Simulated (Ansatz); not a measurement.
**AlN (F-43m): band gap by G0W0 on HSE06**

Aim: the quasiparticle gap of AlN (F-43m), starting from HSE06.

Main program and level: Ansatz 0.2.0; HSE06, then G0W0 on it, plane waves, PAW.

## Step 1: Set-up

The structure is cubic, space group F-43m (No. 216). Conventional cell: a = 4.368 Å, b = 4.368 Å, c = 4.368 Å, α = 90.00°, β = 90.00°, γ = 90.00°. Nearest to Al lie 4 N at 1.89 Å. N has 4 Al at 1.89 Å nearest. Farther neighbours and most contacts between anions are not listed.

The cell and positions are those that the Materials Project relaxed with its own functionals (PBE, PBE+U or r2SCAN), kept fixed. This is not the form that AlN usually takes at ambient conditions.

The logs state that the PAW files were generated under PBE.

## Step 2: The starting point: HSE06

HSE06 mixes in a quarter of exact exchange at short range.

This step: DFT, HSE06, plane waves, PAW; PAW set soft_1.

Input file input.yaml:

```yaml
crystal:
  lattice:
    - [0.0, 2.1839935596, 2.1839935596]
    - [2.1839935596, 0.0, 2.1839935596]
    - [2.1839935596, 2.1839935596, 0.0]
  atoms:
    - { symbol: Al, position: [0.0, 0.0, 0.0] }
    - { symbol: "N", position: [0.75, 0.75, 0.75] }
kpoints:
  mp_grid: { grid: [6, 6, 6] }
  band_path:
    path:
      - [0.0, 0.0, 0.0]
      - [-0.5, -0.5, 0.0]
      - [-0.375, -0.375, 0.25]
      - [-0.375, 0.0, 0.375]
      - [0.0, 0.0, 0.5]
      - [-0.5, -0.25, 0.25]
    npoints: 1
hamiltonian:
  xc: hse06
  pseudopotentials: { kind: paw, azcp: { folder: soft_1 } }
scf:
  occupations: { method: fixed }
  n_extra_bands: 4
output:
  eigenvalues: true
  write_density: true
  write_potential: true
  elf: true
  volumetric_format: npy
```

On the command line:

```sh
> ansatz run input.yaml --threads 3 --pin off --max-ram 92160MiB --backend cuda --events-out ev --progress --plain --runs-dir out --devices 1 --max-vram 13GiB
```

Numbers of over 12 decimals in the logs are rounded to 6 here.

Output:

```text
scf.n_extra_bands = 4 over 4 filled bands (N_el = 8.0): the run solves 8 bands
GPUs: using 1 of 1 available (devices: 1).
Engine: ansatz 0.2.0, x86_64-unknown-linux-gnu
Pseudopotentials: kind: paw
Pseudopotential: Al, paw, valence charge 3, recommended cutoff 420 eV (normal), soft_1/Al.paw.azcp
Pseudopotential: N, paw, valence charge 5, recommended cutoff 420 eV (normal), soft_1/N.paw.azcp
Functional definition: HSE06
  parameter a = 0.25
  parameter omega = 0.11/bohr
  exchange = pbe_x - a*pbe_x_sr(omega) + a*exact_x_sr(omega)
  correlation = pbe_c
davidson cushion auto → on  (no smearing: the cushion is to keep the highest requested band from converging to the state above it; pin scf.eigensolver.cushion to override)
device memory: the entry about to start is reckoned to put 0.4 GiB on a device that reports 61.2 GiB free (of which the cap on the GPU budget leaves the run 13.0 GiB)
GPU FFT provider: cuFFT
GPU libraries: cuBLAS 13.8.2, cuFFT 12.4.0, cuSOLVER 12.3.4
Crystal: 2 atoms, lattice volume = 20.835 Å³
Basis set: ecut = 420 eV, 411 PW (Γ)
Bands: 8, of which v1, the nominal top of the filled ones, is band 4 counted from 1 (3 counted from 0)
Symmetry: 24 space group operations
Space group: F-43m (ITA 216), of the structure as read, at distance tolerance 2.8e-5 Å
k-points: 16 of 216 (time reversal used)
Non-local potential: Al, projectors of the file, l = 0: 2, l = 1: 2, l = 2: 1
Non-local potential: N, projectors of the file, l = 0: 2, l = 1: 2, l = 2: 1
PAW form: soft (Blöchl's): semilocal exchange-correlation on the pseudo side does not see the compensation charge
PAW frozen core: Al, regenerated for the run's functional, and the local potential with it (the file was generated under x = pbe(κ = 0.804, μ = 0.219515), c = pbe(β = 0.066725))
PAW frozen core: N, regenerated for the run's functional, and the local potential with it (the file was generated under x = pbe(κ = 0.804, μ = 0.219515), c = pbe(β = 0.066725))
PAW one-centre angular grid: Al, 110 points (default); XC on 64 Gauss nodes
PAW one-centre angular grid: N, 110 points (default); XC on 64 Gauss nodes
Initial density: superposition of atomic densities (chi_scale 0.1, normalization cell, long waves kept (reshape's long-wave potential 0.00 eV rms))
Initial wavefunctions: pseudopotential atomic-orbital guess
GPU buffer pool allocated for 13824 grid points (all kernels)
GPU transforms: local potential and band sums: pruned to the plane-wave sphere, on 24×24×24
Functional: x = pbe(κ = 0.804, μ = 0.219515), c = pbe(β = 0.066725), warm-up for x = pbe(κ = 0.804, μ = 0.219515) + 0.25 (exact − pbe) at short range (hse, ω = 0.207870 Å⁻¹), c = pbe(β = 0.066725); HSE06 as pw.x's `hse` composes it (authors' and Libxc's form: `xc: wpbeh`)
SCF iter   1: F=—  HF=-925.657189 eV  |F-HF|=—  |Δ(HF+E_count)|=         —  Δρ=1.40e-1  dr2=4.95e0  ethr=1.00e-1  ⟨swp⟩=4.4  Hψ=502  notcnv=0
preconditioner: auto → none  [insulator: Δε(μ)=5.462 eV  Ē_g=16.583 eV  n_scr=0 (ndim 8)  ℏωp=23.0 eV  f_vac=0.000]
SCF iter   2: F=—  HF=-924.412937 eV  |F-HF|=—  |Δ(HF+E_count)|=    1.24e0  Δρ=7.69e-2  dr2=7.33e-1  ethr=6.19e-2  ⟨swp⟩=3.0  Hψ=356  notcnv=0
iter 3 solved again at ethr=7.27e-4 eV; its pass at ethr=9.17e-3 eV (dr2=5.81e-2 eV) is discarded
SCF iter   3: F=—  HF=-924.208624 eV  |F-HF|=—  |Δ(HF+E_count)|=   2.04e-1  Δρ=2.40e-2  dr2=5.82e-2  ethr=7.27e-4  ⟨swp⟩=2.1  Hψ=649  notcnv=0
SCF iter   4: F=-924.201472 eV  HF=-924.202059 eV  |F-HF|=5.88e-4  |Δ(HF+E_count)|=   6.56e-3  Δρ=2.77e-3  dr2=7.65e-4  ethr=7.27e-4  ⟨swp⟩=2.0  Hψ=320  notcnv=0
SCF 1 stopped early in 4 iterations: F = -924.201472 eV  dr2 = 7.65e-4
  greatest PAW one-centre occupation: 0.790 electrons in one spin orbital (limit 2), on the N atom at site 1 (counted from 0), in its partial waves of l = 0
device memory: the entry about to start is reckoned to put 0.8 GiB on a device that reports 64.2 GiB free (of which the cap on the GPU budget leaves the run 13.0 GiB)
GPU FFT provider: cuFFT
GPU libraries: cuBLAS 13.8.2, cuFFT 12.4.0, cuSOLVER 12.3.4
Initial density: handed on by an earlier stage of this run
Initial wavefunctions: those handed on with the density
GPU buffer pool allocated for 13824 grid points (all kernels)
GPU transforms: local potential and band sums: pruned to the plane-wave sphere, on 24×24×24
Functional: x = pbe(κ = 0.804, μ = 0.219515) + 0.25 (exact − pbe) at short range (hse, ω = 0.207870 Å⁻¹), c = pbe(β = 0.066725); HSE06 as pw.x's `hse` composes it (authors' and Libxc's form: `xc: wpbeh`)
Exchange kernel: α = 0.2500, screened, ω = 0.2079 Å⁻¹, Wigner–Seitz truncation, v(0) = 1040.8076 eV·Å³, q-mesh 6×6×6, nearest image of the exchange supercell L = 18.53 Å, pair-density grid 12×12×12, without the augmentation charges, whose exchange is taken in its separable form by FFT convolution over the k-point mesh (sized by the pseudopotential files, 18×18×18 at the most), smooth part of the exact exchange by density-matrix convolution in up to 1.01 GiB of GPU memory as planned if the GPU has room (build and FFT work areas not counted)
Frozen-core exchange: fock
SCF iter   1: F=—  HF=-924.665668 eV  |F-HF|=—  |Δ(HF+E_count)|=         —  Δρ=4.37e-3  dr2=3.75e-3  ethr=9.56e-5  ⟨swp⟩=4.6  Hψ=542  notcnv=0
preconditioner: auto → none  [insulator: Δε(μ)=4.550 eV  Ē_g=17.563 eV  n_scr=0 (ndim 8)  ℏωp=23.0 eV  f_vac=0.000]
SCF iter   2: F=—  HF=-924.664387 eV  |F-HF|=—  |Δ(HF+E_count)|=   1.28e-3  Δρ=8.21e-4  dr2=3.39e-4  ethr=4.26e-5  ⟨swp⟩=2.0  Hψ=320  notcnv=0
SCF iter   3: F=—  HF=-924.666792 eV  |F-HF|=—  |Δ(HF+E_count)|=   2.41e-3  Δρ=1.06e-3  dr2=1.05e-4  ethr=1.37e-6  ⟨swp⟩=4.0  Hψ=517  notcnv=0
SCF iter   4: F=—  HF=-924.666761 eV  |F-HF|=—  |Δ(HF+E_count)|=   3.14e-5  Δρ=5.94e-5  dr2=2.97e-6  ethr=1.25e-6  ⟨swp⟩=2.0  Hψ=320  notcnv=0
SCF iter   5: F=-924.666786 eV  HF=-924.666787 eV  |F-HF|=2.62e-7  |Δ(HF+E_count)|=   2.56e-5  Δρ=7.66e-5  dr2=6.17e-7  ethr=9.47e-9  ⟨swp⟩=4.0  Hψ=499  notcnv=0
SCF 2 stopped early in 5 iterations: F = -924.666786 eV  dr2 = 6.17e-7
hybrid outer 1: dexx = +2.841e-3 eV, tail = 4.67e-6 eV
GPU FFT provider: cuFFT
GPU libraries: cuBLAS 13.8.2, cuFFT 12.4.0, cuSOLVER 12.3.4
GPU buffer pool allocated for 13824 grid points (all kernels)
GPU transforms: local potential and band sums: pruned to the plane-wave sphere, on 24×24×24
Exchange kernel: α = 0.2500, screened, ω = 0.2079 Å⁻¹, Wigner–Seitz truncation, v(0) = 1040.8076 eV·Å³, q-mesh 6×6×6, nearest image of the exchange supercell L = 18.53 Å, pair-density grid 12×12×12, without the augmentation charges, whose exchange is taken in its separable form by FFT convolution over the k-point mesh (sized by the pseudopotential files, 18×18×18 at the most), smooth part of the exact exchange by density-matrix convolution in up to 1.01 GiB of GPU memory as planned if the GPU has room (build and FFT work areas not counted)
Frozen-core exchange: fock
SCF iter   1: F=—  HF=-924.666771 eV  |F-HF|=—  |Δ(HF+E_count)|=         —  Δρ=1.50e-5  dr2=1.52e-8  ethr=2.92e-7  ⟨swp⟩=2.4  Hψ=330  notcnv=0
preconditioner: auto → none  [insulator: Δε(μ)=4.554 eV  Ē_g=17.555 eV  n_scr=0 (ndim 8)  ℏωp=23.0 eV  f_vac=0.000]
SCF iter   2: F=-924.666771 eV  HF=-924.666771 eV  |F-HF|=5.58e-9  |Δ(HF+E_count)|=   3.46e-8  Δρ=6.74e-6  dr2=6.10e-9  ethr=1.47e-10  ⟨swp⟩=4.2  Hψ=513  notcnv=0
SCF 3 converged in 2 iterations: F = -924.666771 eV  dr2 = 6.10e-9
hybrid outer 2: dexx = +3.262e-8 eV, tail = 1.56e-8 eV, Δε = 8.31e-4 eV (about 5.83e-5 eV left of the loop's levels)
device memory: the entry about to start is reckoned to put 0.3 GiB on a device that reports 56.2 GiB free (of which the cap on the GPU budget leaves the run 13.0 GiB)
NSCF: frozen V_eff on 6 k-points
hybrid SCF converged: 2 outer / 7 inner (+4 warm-up), last move |dexx| = 3.26e-8 eV, tail = 1.56e-8 eV
Stability not checked: this state was not tested for a lower state beside it, because the functional holds exact exchange (a hybrid, or Hartree-Fock), whose exchange loop this test does not read (fock_operator; see scf.lower_state_search)
Free energy (F): -924.666771 eV
Frozen-core exchange: fock
Harris-Foulkes:  -924.666771 eV  (|F-HF|=5.58e-9)
Internal energy: -924.666771 eV  (E = F + TS)
E sigma→0 (E₀):  -924.666771 eV
Fermi energy:    6.031893 eV
--- Per-component energies (eV) ---
  E_band       = 4.074362
  E_kinetic    = 157.203274
  E_local      = -208.886367  (includes V_loc(G=0)·N_el)
  E_nonlocal   = 43.623741
  E_hartree    = 77.430722
  E_xc         = -80.425149
  E_vxc        = -86.174879  (∫ρ·V_xc dr)
  E_exx        = -17.925425  (= α·E_x^exact, valence–valence)
  E_paw        = -599.017846  (= ΣΔE_a)
  E_vpaw       = -20.702867  (= ΣTr[D̂ρ^β])
  E_aug_tail   = 0.000829  (compensation charges beyond the density's cutoff)
  E_ewald      = -296.603555
  E_core_change = -0.066995  (= ΣΔE_core)
  E_smearing   = -0.000000  (= −TS)
  E_closure    = -0.000000  (closes the sum)
  Σ components = -924.666771   (vs F -924.666771, Δ=0.00e0)
--- Band table (eV; the first three rows and the last of 16) ---
  k-point 0: bands = ["-10.3954", "6.0319", "6.0319", "6.0319", "11.5933", "20.3272", "20.3272", "20.3272"]
  k-point 1: bands = ["-9.9725", "4.0751", "5.8887", "5.8887", "13.0835", "19.4112", "20.5046", "20.5046"]
  k-point 2: bands = ["-8.9285", "1.1370", "5.6278", "5.6278", "14.5674", "18.1882", "19.4037", "19.4037"]
  k-point 15: bands = ["-7.5151", "1.3791", "3.0320", "3.3832", "12.6064", "17.9466", "20.8371", "21.0817"]
```

It took 16 s on 1 × NVIDIA H100 80GB HBM3 (shared by 6 runs) with 3 threads of AMD EPYC 7R13 (Zen 3), shared host; peak memory 1 GiB; 9.8 s of CPU time.

Numbers from this step:

* gap: 4.554 eV
* valence top at: Γ
* conduction bottom at: X
* least direct gap: 5.561 eV
* exact-exchange fraction: 0.25

Over mesh and listed points the gap is 4.554 eV, from k = Γ to k = (-0.500, -0.500, 0.000). The least direct gap found is 5.561 eV, at k = Γ.

ELF in the ac plane of a cell with a along [110], b along [-110] and c along [001] of the cube at fractional y = 0.000, with atoms of Al and N within 0.2 Å of it. It is the smooth field of the valence electrons, not physical close to the nuclei.

Values, 7 rows by 16 columns, each cell a mean:
```
0.04 0.05 0.16 0.25 0.26 0.21 0.09 0.04 0.04 0.05 0.16 0.25 0.26 0.21 0.09 0.04
0.15 0.13 0.10 0.06 0.05 0.08 0.12 0.14 0.15 0.13 0.10 0.06 0.05 0.08 0.12 0.14
0.07 0.06 0.08 0.13 0.15 0.10 0.07 0.07 0.07 0.06 0.08 0.13 0.15 0.10 0.07 0.07
0.03 0.13 0.39 0.63 0.67 0.51 0.22 0.05 0.03 0.13 0.39 0.63 0.67 0.51 0.22 0.05
0.13 0.47 0.73 0.65 0.57 0.74 0.62 0.25 0.13 0.47 0.73 0.65 0.57 0.74 0.62 0.25
0.20 0.69 0.84 0.59 0.44 0.79 0.81 0.39 0.20 0.69 0.84 0.59 0.44 0.79 0.81 0.39
0.09 0.31 0.72 0.77 0.76 0.77 0.52 0.10 0.09 0.31 0.72 0.77 0.76 0.77 0.52 0.10
```
Columns run along a (6.2 Å), rows up along c (4.4 Å), edges of the conventional cell, whose origin can differ from the input's. Atoms in or near the plane, at fractional coordinates: Al at (0.50, 0.00), Al at (0.00, 0.00), N at (0.75, 0.25), N at (0.25, 0.25).

Valence density in the ac plane of a cell with a along [110], b along [-110] and c along [001] of the cube at fractional y = 0.000, with atoms of Al and N within 0.2 Å of it. It is the smooth field of the valence electrons, not physical close to the nuclei.

Ten even steps from '_' (0.1 e/Å³) to '@' (3.4 e/Å³), each cell a mean:
```
__________________________________
__________________________________
__________________________________
__________________________________
__________________________________
__________________________________
______..::..__________..::::..____
____..++##==..________--****--____
____--%%@@%%--______..++@@@@++..__
__..--##@@##--..____..++@@@@++..__
____..--==--..______..::====::..__
______......____________....______
```
Columns run along a (6.2 Å), rows up along c (4.4 Å), edges of the conventional cell, whose origin can differ from the input's. Atoms in or near the plane, at fractional coordinates: Al at (0.50, 0.00), Al at (0.00, 0.00), N at (0.75, 0.25), N at (0.25, 0.25).

(Part 1 of 2 ends here.)

[Paths, hosts, dates, memory and timing lines, banners, echoed tables and standing remarks are left out of the program output.]

[Logs are printed without paths, hosts, clocks, repeated set-up lines and the standing remarks that a program may print on its own settings, such as how far it seeks lower states.]

[Runs of the session that timed out or met a known fault of the program may be left out.]

[Cells called generated may have been cut or substituted from an entry of the Crystallography Open Database or the Materials Project.]

[Hosts, paths, dates, database ids (printed as entryN), source tags and the programs' standing remarks are cut or masked in the printed files.]

[Where an RPA ε∞ is given, it is that of the G0W0 mesh and is not shown converged in it. Names of k-points follow the symmetry that the program found, which can be lower than the space group named. Band edges on a path are those of the sampled points; other points can move an edge, and change direct to indirect where valleys lie close.]

[Hybrid gaps are those of their k-mesh and are not shown converged in it.]
